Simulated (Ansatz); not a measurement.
## O_Br in Na3BrO from one Python script

Aim: charge states, host run and transition levels of O_Br in Na3BrO from one script on Ansatz's Python interface. The model is a cell of 60 host atoms with 1 Br taken out and 1 O put in.

Method: plane-wave PAW DFT, PBEsol; Python script: charge states of a defect supercell, host, and levels with image-charge correction and alignment, in Ansatz 0.2.0.

**1. Set-up**

The cell holds 60 atoms: 36 Na, 11 Br and 13 O. Cell: a = 10.156 Å, b = 12.847 Å, c = 9.084 Å, α = 90.0°, β = 90.0°, γ = 108.4°. It derives from Na3BrO (space group Pm-3m). Nearest the centre at fractional (0.667, 0.667, 0.500): O57 at 0.00 Å, Na54 at 3.21 Å, Na48 at 3.21 Å, Na33 at 3.21 Å, Na52 at 3.21 Å, Na51 at 3.21 Å, Na36 at 3.21 Å, Na35 at 3.21 Å.

Structure file:

```xyz
60
Lattice="9.0841 4.5420 0.0000 -9.0841 9.0841 0.0000 0.0000 0.0000 9.0841" Properties=species:S:1:pos:R:3 pbc="T T T"
Na    0.0000    2.2710    2.2710
Na    4.5420    2.2710    2.2710
Na    4.5420    6.8130    2.2710
Na   -2.2710    4.5420    2.2710
Na    2.2710    4.5420    2.2710
Na    6.8130    4.5420    2.2710
Na   -2.2710    2.2710    0.0000
Na    2.2710    2.2710    0.0000
Na    2.2710    6.8130    0.0000
Br    0.0000    0.0000    0.0000
Br    0.0000    4.5420    0.0000
Br    4.5420    4.5420    0.0000
O    -2.2710    2.2710    2.2710
O     2.2710    2.2710    2.2710
O     2.2710    6.8130    2.2710
Na    0.0000    2.2710    6.8130
Na    4.5420    2.2710    6.8130
Na    4.5420    6.8130    6.8130
Na   -2.2710    4.5420    6.8130
Na    2.2710    4.5420    6.8130
Na    6.8130    4.5420    6.8130
Na   -2.2710    2.2710    4.5420
Na    2.2710    2.2710    4.5420
Na    2.2710    6.8130    4.5420
Br    0.0000    0.0000    4.5420
Br    0.0000    4.5420    4.5420
Br    4.5420    4.5420    4.5420
O    -2.2710    2.2710    6.8130
O     2.2710    2.2710    6.8130
O     2.2710    6.8130    6.8130
Na   -4.5420    6.8130    2.2710
Na    0.0000    6.8130    2.2710
Na    0.0000   11.3551    2.2710
Na   -6.8130    9.0841    2.2710
Na   -2.2710    9.0841    2.2710
Na    2.2710    9.0841    2.2710
Na   -6.8130    6.8130    0.0000
Na   -2.2710    6.8130    0.0000
Na   -2.2710   11.3551    0.0000
Br   -4.5420    4.5420    0.0000
Br   -4.5420    9.0841    0.0000
Br    0.0000    9.0841    0.0000
O    -6.8130    6.8130    2.2710
O    -2.2710    6.8130    2.2710
O    -2.2710   11.3551    2.2710
Na   -4.5420    6.8130    6.8130
Na    0.0000    6.8130    6.8130
Na    0.0000   11.3551    6.8130
Na   -6.8130    9.0841    6.8130
Na   -2.2710    9.0841    6.8130
Na    2.2710    9.0841    6.8130
Na   -6.8130    6.8130    4.5420
Na   -2.2710    6.8130    4.5420
Na   -2.2710   11.3551    4.5420
Br   -4.5420    4.5420    4.5420
Br   -4.5420    9.0841    4.5420
O     0.0000    9.0841    4.5420
O    -6.8130    6.8130    6.8130
O    -2.2710    6.8130    6.8130
O    -2.2710   11.3551    6.8130
```

Screening for the image-charge correction: ε∞ = 3.26, ε0 = 9.40, from a response run on this crystal (DFPT, PBEsol) at that run's own cell.

The cell's shortest repeat is 9.1 Å.

**2. The script**

The script is meant to run each charge state in one cell with one kind of occupations, so that the energies compare, and then the host's unit cell on the matching mesh, with a search for its band edges. The last call forms corrections, levels and formation energies from the saved runs.

Contents of run.py:

```python
import ansatz as az
from ansatz.input_file.blocks import ChemicalPotentialInput, HostRunInput, PlaceLevelsInput

# O_Br in Na3BrO
STATES = [(-1, None), (0, 1)]  # charge, total moment
EPSILON, STATIC = 3.26, 9.4

host = (
    az.Lattice.of((9.08406599, 4.54203299, 0.0), (-4.54203299, 4.54203299, 0.0), (0.0, 0.0, 4.54203299))
    .atom("Na", (0.16666667, 0.33333333, 0.5))
    .atom("Na", (0.5, 0.0, 0.5))
    .atom("Na", (0.83333333, 0.66666667, 0.5))
    .atom("Na", (0.16666667, 0.83333333, 0.5))
    .atom("Na", (0.5, 0.5, 0.5))
    .atom("Na", (0.83333333, 0.16666667, 0.5))
    .atom("Na", (0.0, 0.5, 0.0))
    .atom("Na", (0.33333333, 0.16666667, 0.0))
    .atom("Na", (0.66666667, 0.83333333, 0.0))
    .atom("Br", (0.0, 0.0, 0.0))
    .atom("Br", (0.33333333, 0.66666667, 0.0))
    .atom("Br", (0.66666667, 0.33333333, 0.0))
    .atom("O", (0.0, 0.5, 0.5))
    .atom("O", (0.33333333, 0.16666667, 0.5))
    .atom("O", (0.66666667, 0.83333333, 0.5))
)
defect = (
    host.supercell(1, 2, 2)
    .substitution("O", at=(0.66666667, 0.33333333, 0.0), cell=(0, 1, 1))
)


def settings(calculation):
    return calculation.functional("pbesol").basis(420, xc_grid=2, grid_basis="typed")


runs = []
for charge, moment in STATES:
    name = f"q{charge:+d}_m{moment}.run"
    state = settings(defect.calculation()).kpoints(1, 1, 1, shift=(0.25, 0.25, 0.25)).occupations("fermi_dirac", width=0.005)
    state = state.charge(charge).scf(max_iterations=60)
    if moment is not None:
        state = state.spin("collinear", total=moment, lock="hard")
    state = state.charged_corrections(epsilon=EPSILON, static_epsilon=STATIC, defect_position=(0.666667, 0.666667, 0.5)).forces()
    state = state.relax(force_tolerance=0.02, max_steps=80, displacement_amplitude=0.05, displacement_seed=6373)
    try:
        outcome = state.band_table().checkpoint(write=name).run(threads=4, pin="off", max_ram="7360MiB")
    except (az.NonConvergedError, az.RefusalError) as failure:
        print(f"{name}: {type(failure).__name__}: {str(failure)[:300]}")
        continue
    report = outcome.report
    runs.append(name)
    print(f"{name}: F = {report['free_energy_ev']:.4f} eV, moment {report['magnetization_mub']:.3f}, {report['n_iterations']} iterations in the last SCF")

bulk = settings(host.calculation()).kpoints(1, 2, 2, shift=(0.25, 0.25, 0.25), path=["VBM", "CBM"], intervals=1).occupations("fixed").scf(self_checks="high").forces()
bulk = bulk.relax(force_tolerance=0.02)
outcome = bulk.basis(precision="f64").checkpoint(write="host.run").run(threads=4, pin="off", max_ram="7360MiB")
print(f"bulk: F = {outcome.report['free_energy_ev']:.4f} eV, band edges {outcome.report['band_edges_ev']}")

potentials = {
    "Br": ChemicalPotentialInput(energy=-2736.47272, dataset="<sha256 of the dataset>"),  # solid Br2 (Cmce)
    "O": ChemicalPotentialInput(energy=-558.28265, dataset="<sha256 of the dataset>"),  # O2 molecule
}
levels = az.place_levels(PlaceLevelsInput(host=HostRunInput(run="host.run"), states=runs, chemical_potentials=potentials))
for level in levels.record.defects[0].levels:
    print(f"({level.upper_charge:+d}/{level.lower_charge:+d}) at {level.above_valence_ev:.3f} eV above the valence edge")
print(levels)
```

Run with:

```sh
> python run.py
```

Numbers of over 12 decimals in the logs are rounded to 6 here.

The log of the run:

```text
[... repeated set-up lines and file paths are left out, and long positions are rounded to six places ...]
DeckWarning: crystal.symmetry: narrowed to the stabiliser of the k-point mesh — unitary ops 24 → 6; [...]
q-1_mNone.run: F = -90567.2934 eV, moment 0.000, 7 iterations in the last SCF
q+0_m1.run: F = -90570.9298 eV, moment 1.000, 16 iterations in the last SCF
bulk: F = -23187.9016 eV, band edges [3.467306, 6.306274]
(+0/-1) at 0.497 eV above the valence edge
(0/-1) 0.497 eV above the valence edge, 1.440 eV under the conduction edge
formation energy of charge 0: +2.486 eV with the Fermi level at the valence edge
formation energy of charge -1: +2.983 eV with the Fermi level at the valence edge
  edges by pbesol, gap 1.936 eV; the host is sampled to repeats of 13.63 Å
  the defect's cells are sampled to repeats of 13.63 Å, like sampling
  charge 0: +0.000 eV for its dipole among its images, +0.000 omitted
  charge -1: -90566.9047 eV with its correction of +0.389 eV, at epsilon 9.4, aligned at sites: -0.1842 eV, mean over 39 atomic sites at or beyond 4.54 Å from the defect at [0.6667, 0.6667, 0.5000], with -0.000000 for the charge's moments and without [...]
  of states[0] (q-1_mNone.run): how wide its charge is, is not read beside other atoms or cores, and a band state would take no correction. [...]
```

Run time: 17 min. Hardware: 4 threads of Arm Neoverse V2, shared host; peak memory 1.5 GiB; 66 min of CPU time.

Formation energies (elemental references), with the Fermi level at the valence top and at the conduction bottom (gap 1.94 eV):

```csv
charge,at valence top (eV),at conduction bottom (eV)
0,2.49,2.49
−1,2.98,1.05
```

| Fermi level (eV) | lowest formation energy (eV) |
| --- | --- |
| 0.00 | 2.49 |
| 0.18 | 2.49 |
| 0.35 | 2.49 |
| 0.53 | 2.46 |
| 0.70 | 2.28 |
| 0.88 | 2.10 |
| 1.06 | 1.93 |
| 1.23 | 1.75 |
| 1.41 | 1.57 |
| 1.58 | 1.40 |
| 1.76 | 1.22 |
| 1.94 | 1.05 |

Transition levels lie at 0.50 eV (0/−1) above the valence top.

**3. Summary of results**

| Quantity | Value |
| --- | --- |
| gap of the host | 1.94 eV |
| level (0/minus 1) | 0.50 eV from the valence top |

Between neighbouring charges the script places (0/−1) at 0.50 eV above the valence top, in a gap of 1.94 eV. The image-charge corrections reach 0.39 eV. The edges that the host run prints, 2.84 eV apart, are those of its mesh; the gap comes from the search along the path. Only the listed charges were run, so further levels can't show. Keep in mind: one k-point off the zone centre stands for the whole zone; PBEsol makes the gap too small and tends to spread out bound carriers; where a gas molecule sets a chemical potential or the host's formation energy, its binding is uncorrected.

[Logs are printed without paths, hosts, clocks, repeated set-up lines and the standing remarks that a program may print on its own settings, such as how far it seeks lower states.]

[Hosts, paths, dates, database ids (printed as entryN), source tags and the programs' standing remarks are cut or masked in the printed files.]

[For some hosts the program warned that the k-mesh of the response run may be too coarse for force constants and the static dielectric constant; such warnings are not shown here.]
